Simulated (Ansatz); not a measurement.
# Phonons of ZrB (Fm-3m) against volume

Aim: how the phonons of ZrB (Fm-3m) shift with volume, and the thermal expansion that follows.

Main program and level: Ansatz 0.2.0; DFT PBEsol, scalar-relativistic, plane waves, PAW; PAW set soft_1.

Report form: inputs, costs, results and the conclusion, without the logs.

### Step 1. Starting point

It takes space group Fm-3m (No. 225, cubic). Conventional cell: a = 4.863 Å, b = 4.863 Å, c = 4.863 Å, α = 90.00°, β = 90.00°, γ = 90.00°. Nearest to Zr lie 6 B at 2.43 Å. Nearest to B lie 6 Zr at 2.43 Å. Farther neighbours, and contacts between anions beyond the nearest, are not listed.

### Step 2. Response at finite wavevector

Stability and thermal properties need the whole zone. Linear response on a 4×4×4 q mesh gives force constants as far as a supercell of that size would.

File input.yaml:

```yaml
crystal:
  lattice:
    - [0.0, 2.431305017, 2.431305017]
    - [2.431305017, 0.0, 2.431305017]
    - [2.431305017, 2.431305017, 0.0]
  atoms:
    - { symbol: Zr, position: [0.0, 0.0, 0.0] }
    - { symbol: B, position: [0.5, 0.5, 0.5] }
kpoints:
  mp_grid: { grid: [16, 16, 16] }
hamiltonian:
  xc: pbesol
  pseudopotentials: { kind: paw, azcp: { folder: soft_1 }, xc_functional: pbe }
scf:
  occupations: { method: methfessel_paxton, width: 0.2 }
output:
  eigenvalues: true
phonons:
  method: dfpt
  qmesh: [4, 4, 4]
  temperatures: { t_max: 1000, t_step: 50 }
  qpath:
    path:
      - [[0.0, 0.0, 0.0], [0.5, 0.0, 0.5], [0.625, 0.25, 0.625]]
      - [[0.375, 0.375, 0.75], [0.0, 0.0, 0.0], [0.5, 0.5, 0.5], [0.5, 0.25, 0.75], [0.5, 0.0, 0.5]]
    npoints: 10
```

The run is started by

```
$ ansatz run input.yaml --threads 4 --pin off --max-ram 10240MiB --backend cpu --events-out ev --progress --plain --runs-dir out
```

The job ended after 3.1 min (4 threads of Arm Neoverse V2, shared host; peak memory 3.1 GiB; 12 min of CPU time).

This step gave:

```
volume per atom                                            : 14.37 Å³
gap on the k-mesh                                          : 0 eV
sum-rule residual before enforcement                       : 2.44e-5 eV/Å²
lowest frequency on the path                               : 0 cm⁻¹
point group                                                : m-3m
highest frequency on path, mesh or solved points           : 536.8 cm⁻¹
mean frequency                                             : 317.7 cm⁻¹
Debye temperature (second moment)                          : 650 K
logarithmic mean frequency                                 : 279.4 cm⁻¹
highest optical mode at the zone centre (no LO-TO term)    : 442.9 cm⁻¹
lowest optical zone-centre mode                            : 442.9 cm⁻¹
lowest mode on the q mesh (acoustic modes at Γ apart)      : 98.83 cm⁻¹
zero-point energy per atom                                 : 59.08 meV
heat capacity at 300 K                                     : 20.17 J/(mol atoms K)
vibrational entropy at 300 K                               : 20.28 J/(mol atoms K)
edges of the widest gap between branches, on path and mesh : 217.7, 409.8 cm⁻¹
```

Frequencies (cm⁻¹) solved at each irreducible wavevector; negative means imaginary. Frequencies by wavevector, by row:

```
q in reciprocal lattice units  star  mode 1  mode 2  mode 3  mode 4  mode 5  mode 6
                        0 0 0     1       0       0       0   442.9   442.9   442.9
                     0 0 0.25     8   131.1   131.1   172.9   451.2   451.2   476.3
                     0 0 -0.5     4   198.8   199.8   199.8   424.3   424.3   466.7
                  0 0.25 0.25     6    98.8    98.8   200.3   454.3   469.5   469.5
                  0 0.25 -0.5    24   171.4   183.2   210.4   444.1   454.8   505.9
                 0 0.25 -0.25    12   148.9   196.3   198.3   410.3     457   481.9
                  0 -0.5 -0.5     3   156.5   156.5   217.7   442.5   442.5   536.8
              0.25 -0.5 -0.25     6   188.4   188.4   196.6   413.4   487.6   487.6
```

Symmetry leaves 8 wavevectors to solve. The lowest mode among them, the acoustic zeros apart, lies at q = (0, 0.25, 0.25) and is real, 98.8 cm⁻¹.

### Step 3. Relaxing at another volume, volume ratio 0.97

The volume is scaled by 0.97 and held; symmetry leaves nothing to relax, so this is a single point. The modes can then be followed against volume.

input.yaml, the sections that differ from step 2:

```yaml
crystal:
  lattice:
    - [0.0, 2.4067447013, 2.4067447013]
    - [2.4067447013, 0.0, 2.4067447013]
    - [2.4067447013, 2.4067447013, 0.0]
  atoms:
    - { symbol: Zr, position: [0.0, 0.0, 0.0] }
    - { symbol: B, position: [0.5, 0.5, 0.5] }
output:
  forces: true
  stress: true
  eigenvalues: true
# kpoints, hamiltonian, scf: as in step 2
# phonons: removed
```

Run time: 0.69 s. Hardware: 4 threads; peak memory 0.34 GiB; 2.2 s of CPU time.

Read from the output:

```yaml
pressure: 5.473 GPa
volume_per_atom: 13.94 Å³
```

The run ends at a pressure of 5.47 GPa.

### Step 4. Phonons at the other volume, volume ratio 0.97

The phonons are repeated at this volume on the same meshes, so that differences come from the volume alone.

input.yaml, as its differences from that of step 3:

```diff
@@ -16,4 +16,11 @@
 output:
-  forces: true
-  stress: true
   eigenvalues: true
+phonons:
+  method: dfpt
+  qmesh: [4, 4, 4]
+  temperatures: { t_max: 1000, t_step: 50 }
+  qpath:
+    path:
+      - [[0.0, 0.0, 0.0], [0.5, 0.0, 0.5], [0.625, 0.25, 0.625]]
+      - [[0.375, 0.375, 0.75], [0.0, 0.0, 0.0], [0.5, 0.5, 0.5], [0.5, 0.25, 0.75], [0.5, 0.0, 0.5]]
+    npoints: 10
```

Wall time 3 min (4 threads); peak memory 3.1 GiB.

Read from the output:

| Property | Result |
| --- | --- |
| sum-rule residual before enforcement | 9.26e-5 eV/Å² |
| highest frequency on path, mesh or solved points | 559.0 cm⁻¹ |
| mean frequency | 330.1 cm⁻¹ |
| Debye temperature (second moment) | 676 K |
| logarithmic mean frequency | 289.8 cm⁻¹ |
| highest optical mode at the zone centre (no LO-TO term) | 463.3 cm⁻¹ |
| lowest optical zone-centre mode | 463.3 cm⁻¹ |
| lowest mode on the q mesh (acoustic modes at Γ apart) | 99.11 cm⁻¹ |
| zero-point energy per atom | 61.4 meV |
| heat capacity at 300 K | 19.86 J/(mol atoms K) |
| vibrational entropy at 300 K | 19.57 J/(mol atoms K) |
| edges of the widest gap between branches, on path and mesh | 223.7, 426.7 cm⁻¹ |

Frequencies (cm⁻¹) solved at each irreducible wavevector; negative means imaginary. Frequencies by wavevector, by row:

```
q in reciprocal lattice units  star  mode 1  mode 2  mode 3  mode 4  mode 5  mode 6
                        0 0 0     1       0       0       0   463.3   463.3   463.3
                     0 0 0.25     8   136.9   136.9   180.7   470.9   470.9   493.6
                     0 0 -0.5     4   209.7   209.7   211.4   441.6   441.6   479.6
                  0 0.25 0.25     6    99.1    99.1   210.8     471   490.5   490.5
                  0 0.25 -0.5    24   175.7   188.8   217.8     464   474.1   525.2
                 0 0.25 -0.25    12   150.8   207.5   207.7   427.1   471.6   503.4
                  0 -0.5 -0.5     3   156.6   156.6   223.7     463     463     559
              0.25 -0.5 -0.25     6   191.4   191.4   206.8   428.3   509.2   509.2
```

The highest optical mode at the zone centre (no LO-TO term) is 463.3 cm⁻¹, +20.5 cm⁻¹ against the base run.

### Step 5. Relaxing at another volume, volume ratio 1.03

The volume is scaled by 1.03 and held; symmetry leaves nothing to relax, so this is a single point. The modes can then be followed against volume.

input.yaml, the sections that differ from step 4:

```yaml
crystal:
  lattice:
    - [0.0, 2.4553789095, 2.4553789095]
    - [2.4553789095, 0.0, 2.4553789095]
    - [2.4553789095, 2.4553789095, 0.0]
  atoms:
    - { symbol: Zr, position: [0.0, 0.0, 0.0] }
    - { symbol: B, position: [0.5, 0.5, 0.5] }
output:
  forces: true
  stress: true
  eigenvalues: true
# kpoints, hamiltonian, scf: as in step 4
# phonons: removed
```

Wall time 0.69 s (4 threads); peak memory 0.34 GiB.

This step gave:

- pressure: -4.728 GPa
- volume per atom: 14.80 Å³

The run ends at a pressure of -4.73 GPa.

### Step 6. Phonons at the other volume, volume ratio 1.03

input.yaml, as its differences from that of step 5:

```diff
@@ -16,4 +16,11 @@
 output:
-  forces: true
-  stress: true
   eigenvalues: true
+phonons:
+  method: dfpt
+  qmesh: [4, 4, 4]
+  temperatures: { t_max: 1000, t_step: 50 }
+  qpath:
+    path:
+      - [[0.0, 0.0, 0.0], [0.5, 0.0, 0.5], [0.625, 0.25, 0.625]]
+      - [[0.375, 0.375, 0.75], [0.0, 0.0, 0.0], [0.5, 0.5, 0.5], [0.5, 0.25, 0.75], [0.5, 0.0, 0.5]]
+    npoints: 10
```

It took 3.1 min on 4 threads; peak memory 3.2 GiB.

Numbers from this step:

```yaml
sum_rule_residual_before_enforcement: 1.24e-5 eV/Å²
highest_frequency_on_path_mesh_or_solved_points: 515.7 cm⁻¹
mean_frequency: 305.4 cm⁻¹
debye_temperature_second_moment: 624 K
logarithmic_mean_frequency: 269.1 cm⁻¹
highest_optical_mode_at_the_zone_centre_no_lo_to_term: 422.9 cm⁻¹
lowest_optical_zone_centre_mode: 422.9 cm⁻¹
lowest_mode_on_the_q_mesh_acoustic_modes_at_gamma_apart: 98.29 cm⁻¹
zero_point_energy_per_atom: 56.8 meV
heat_capacity_at_300_k: 20.48 J/(mol atoms K)
vibrational_entropy_at_300_k: 21.03 J/(mol atoms K)
edges_of_the_widest_gap_between_branches_on_path_and_mesh: 211.2, 393.1 cm⁻¹
```

Frequencies (cm⁻¹) solved at each irreducible wavevector; negative means imaginary. Frequencies by wavevector, by row:

```
q in reciprocal lattice units  star  mode 1  mode 2  mode 3  mode 4  mode 5  mode 6
                        0 0 0     1       0       0       0   422.9   422.9   422.9
                     0 0 0.25     8   125.6   125.6   165.5   431.8   431.8   459.3
                     0 0 -0.5     4   186.6   190.1   190.1   407.4   407.4   453.9
                  0 0.25 0.25     6    98.3    98.3   190.1     438   449.1   449.1
                  0 0.25 -0.5    24   166.9   177.3   202.9   424.8   436.1   487.3
                 0 0.25 -0.25    12   146.6   185.4   189.1   393.7   442.6     461
                  0 -0.5 -0.5     3   155.5   155.5   211.2   422.8   422.8   515.6
              0.25 -0.5 -0.25     6   184.9   184.9   186.6   398.7   466.9   466.9
```

The highest optical mode at the zone centre (no LO-TO term) is 422.9 cm⁻¹, -19.9 cm⁻¹ against the base run.

### Step 7. Grüneisen parameters

The Grüneisen parameter of a mode is minus the logarithmic change of its frequency with volume, −d ln ω / d ln V; weighted by heat capacity it gives the expansion.

This step gave:

- bulk modulus: 170 GPa

The phonon branches at the labelled points (cm⁻¹):

```
    point  branch 1  branch 2  branch 3  branch 4  branch 5  branch 6
        Γ         0         0         0       443       443       443
  halfway        99        99       200       454       470       470
        X       156       156       218       442       442       537
  halfway       161       170       216       441       449       532
        U       175       189       206       432       460       516
jump to K       175       189       206       432       460       516
  halfway       110       171       191       425       458       480
        Γ         0         0         0       443       443       443
  halfway       131       131       173       451       451       476
        L       199       200       200       424       424       467
  halfway       184       194       203       422       458       493
        W       188       188       197       413       488       488
  halfway       167       178       212       432       459       524
        X       156       156       218       442       442       537
```

The same for volume x 0.97:

```
point  branch 1  branch 2  branch 3  branch 4  branch 5  branch 6
    Γ         0         0         0       463       463       463
    X       157       157       224       463       463       559
    U       179       195       211       452       479       537
    K       179       195       211       452       479       537
    Γ         0         0         0       463       463       463
    L       210       210       211       442       442       480
    W       191       191       207       428       509       509
    X       157       157       224       463       463       559
```

The same for volume x 1.03:

```
point  branch 1  branch 2  branch 3  branch 4  branch 5  branch 6
    Γ         0         0         0       423       423       423
    X       156       156       211       423       423       516
    U       171       183       201       413       442       495
    K       171       183       201       413       442       495
    Γ         0         0         0       423       423       423
    L       187       190       190       407       407       454
    W       185       185       187       399       467       467
    X       156       156       211       423       423       516
```

Mode Grueneisen parameter -dln(w)/dln(V), modes matched by rank; at Γ the acoustic branches take the value of a neighbouring point of the path. Mode grüneisen parameters along the path, in :

```
    point  branch 1  branch 2  branch 3  branch 4  branch 5  branch 6
        Γ      0.24      0.24      1.56      1.52      1.52      1.52
  halfway      0.14      0.14      1.72      1.21      1.47      1.47
        X      0.12      0.12      0.96      1.51      1.51      1.34
  halfway      0.28      0.50      0.91      1.51      1.46      1.35
        U      0.71      1.05      0.81      1.49      1.33      1.38
jump to K      0.71      1.05      0.81      1.49      1.33      1.38
  halfway      0.30      1.65      1.79      1.40      1.11      1.46
        Γ      0.22      1.57      1.33      1.52      1.52      1.52
  halfway      1.44      1.44      1.46      1.44      1.44      1.20
        L      1.94      1.63      1.77      1.35      1.35      0.92
  halfway      0.92      1.19      1.61      1.33      1.43      1.21
        W      0.58      0.58      1.71      1.19      1.44      1.44
  halfway      0.25      0.94      0.87      1.39      1.51      1.36
        X      0.12      0.12      0.96      1.51      1.51      1.34
```

(dS/dlnV)/C_V. Table of thermodynamic Grueneisen parameter by temperature:

```
temperature (K)  thermodynamic Grueneisen parameter
             50                               0.961
            100                                1.10
            150                                1.15
            200                                1.18
            250                                1.20
            300                                1.21
            350                                1.22
            400                                1.22
            450                                1.22
            500                                1.22
            550                                1.22
            600                                1.23
            650                                1.23
            700                                1.23
            750                                1.23
            800                                1.23
            850                                1.23
            900                                1.23
            950                                1.23
           1000                                1.23
```

Gamma C_V/(B V) at the static volume. Volume expansion against temperature:

```
temperature (K)  volume expansion (1e-6/K)
             50                       1.59
            100                       6.18
            150                       10.1
            200                       13.1
            250                       15.2
            300                       16.6
            350                       17.6
            400                       18.2
            450                       18.7
            500                       19.1
            550                       19.4
            600                       19.6
            650                       19.8
            700                       19.9
            750                       20.1
            800                       20.2
            850                       20.2
            900                       20.3
            950                       20.4
           1000                       20.4
```

### Step 8. Outcome

| Property | Result |
| --- | --- |
| bulk modulus | 170 GPa |
| thermodynamic Grüneisen parameter at 300 K | 1.209 |
| volume expansion at 300 K, estimated | 16.58 × 10⁻⁶ K⁻¹ |

By this estimate the volume grows by 16.6 × 10⁻⁶ per kelvin at 300 K. The highest optical mode at Γ goes from 463 to 423 cm⁻¹ as the cell grows, a Grüneisen parameter of 1.52. Mode parameters on the path run from 0.09 to 2.0, with a median of 1.4. Branches are matched by rank, so values near crossings are rough. The expansion is the Grüneisen estimate at the static volume, with the static bulk modulus. With no gap, or one that is small against the smearing, the frequencies hang on the k mesh and the smearing, most of all near Kohn anomalies. The phonon runs are without spin polarisation, although the cell has an odd electron count. The PAW files were made for PBE and serve the other functionals too.

[Long decimals in the printed logs are rounded to 6 places.]

[Logs are printed without paths, hosts, clocks, repeated set-up lines and the standing remarks that a program may print on its own settings, such as how far it seeks lower states.]

[Hosts, paths, dates, database ids (printed as entryN), source tags and the programs' standing remarks are cut or masked in the printed files.]

[Where the starting crystal was built by hand or by swapping elements, it need not be the compound's stable phase.]
